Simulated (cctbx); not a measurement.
# Accept or mend?

Cell a = 13.0340 Å, b = 8.0230 Å, c = 14.1240 Å, α = 90.00°, β = 90.00°, γ = 90.00°; space group Amm2 (no. 38).

The data are simulated with cctbx, not measured: Mo Kα, λ = 0.71073 Å, to d = 0.7 Å, 50 % of the full sphere, strongest reflection 20000 counts, noise from counting, a 1.5 % proportional error and a noise floor of 2 counts (s.d.); no absorption.

An anisotropic refinement with weights 1/σ² prints:

```text
Rint 0.022, 2270 unique reflections to 0.70 A
cycle     R1     wR2    GooF  max shift (A)
   1  0.4995  0.8465  15.363   0.08804
   5  0.2927  0.6616  12.008   0.00000
final R1 0.2927 wR2 0.6616 GooF 12.008  parameters 43  data/parameter 52.8
atom        x        y        z      Ueq    occ   su(xyz)  su(Uiso or U11)
Eu1    0.50000  0.00000  0.16266   0.0008  1.000  0.01560  0.0028  NPD
Sr1    0.74934  0.50000  0.32809  -0.0015  1.000  0.01550  0.0034  NPD
Sr2    0.75422  0.00000  0.33069  -0.0059  1.000  0.01550  0.0028  NPD
Sr3    0.75144  0.75084  0.07926  -0.0070  1.000  0.01550  0.0017  NPD
Sr4    0.00000  0.24649  0.41525  -0.0078  1.000  0.01551  0.0018  NPD
Sr5    0.00000  0.50000  0.16037   0.0003  1.000  0.01584  0.0039  NPD
Sr6    0.00000  0.00000  0.16317  -0.0095  1.000  0.01566  0.0027  NPD
Ti1    0.50000  0.50000  0.16731   1.1624  1.000  0.40454  2.0880
difference map: max 143.78 min -15.56 rms 5.43
Q1    0.5000  0.2501  0.4111    4  148.80  3.98 A from Ti1
Q2    0.2503  0.0000  0.3306    4  101.50  0.06 A from Sr2
Q3    0.2514  0.0000  0.8303    4   95.13  0.03 A from Sr1
Q4    0.2509  0.2503  0.0838    8   85.80  0.07 A from Sr3
Q5    0.0000  0.2491  0.4069    4   81.48  0.12 A from Sr4
Q6    0.5000  0.0000  0.1571    2   76.03  0.08 A from Eu1
```

Q: Accept it or mend it, and why?

Mend it. The fault: an atom left out, Sr at (1/2, 0.2480, 0.4154). Against the right model at the same level, R1 goes from 0.0302 to 0.2927 and GooF from 0.97 to 12.01, U of Sr1 shrinks from 0.0184 to -0.0015 Å², U of Sr4 shrinks from 0.0136 to -0.0078 Å², U of Sr6 shrinks from 0.0118 to -0.0095 Å², U of Sr5 shrinks from 0.0240 to 0.0003 Å², the top difference peak, 148.8 e/Å³, lies 3.98 Å from Ti1 and Eu1, Sr1, Sr2, Sr3, Sr4, Sr5 and Sr6 go non-positive-definite. Q1 is the missing atom. With scattering power missing, scale and phases suffer, so peaks may also grow on the heavy atoms.

The compound is Sr14EuTi. The right model at the same level gives:

```text
Rint 0.022, 2270 unique reflections to 0.70 A
cycle     R1     wR2    GooF  max shift (A)
   1  0.0361  0.0642   1.168   0.02185
   5  0.0302  0.0536   0.974   0.00020
final R1 0.0302 wR2 0.0536 GooF 0.973  parameters 49  data/parameter 46.3
atom        x        y        z      Ueq    occ   su(xyz)  su(Uiso or U11)
Eu1    0.50000  0.00000  0.15978   0.0113  1.000  0.00014  0.0002
Sr1    0.74276  0.50000  0.32995   0.0184  1.000  0.00009  0.0003
Sr2    0.74772  0.00000  0.33125   0.0139  1.000  0.00007  0.0003
Sr3    0.74543  0.75039  0.08119   0.0101  1.000  0.00008  0.0002
Sr4    0.00000  0.24731  0.41178   0.0136  1.000  0.00061  0.0003
Sr5    0.50000  0.24707  0.41499   0.0095  1.000  0.00056  0.0003
Sr6    0.00000  0.50000  0.16460   0.0240  1.000  0.00032  0.0005
Sr7    0.00000  0.00000  0.16630   0.0118  1.000  0.00023  0.0004
Ti1    0.50000  0.50000  0.16622   0.0162  1.000  0.00057  0.0008
Flack x: 0.006(12)
Hooft y: 0.006(14)  Bijvoet pairs: 1003
difference map: max 0.73 min -0.90 rms 0.16
Q1    0.4026  0.0000  0.4468    4    0.74  2.40 A from Sr5
Q2    0.4042  0.0000  0.8269    4    0.72  1.92 A from Sr1
Q3    0.5000  0.0000  0.9494    2    0.72  2.09 A from Sr5
Q4    0.5000  0.2014  0.0834    4    0.72  1.94 A from Eu1
Q5    0.0000  0.1617  0.9956    4    0.70  1.39 A from Sr4
Q6    0.4088  0.0000  0.3281    4    0.69  2.04 A from Sr2
```

The model was made for the exercise: a known structure type with other elements put in, its volume estimated, not relaxed; displacement parameters are assumed.

[Middle refinement cycles are left out of these outputs.]

[Logs are printed without paths, hosts, clocks, repeated set-up lines and the standing remarks that a program may print on its own settings, such as how far it seeks lower states.]
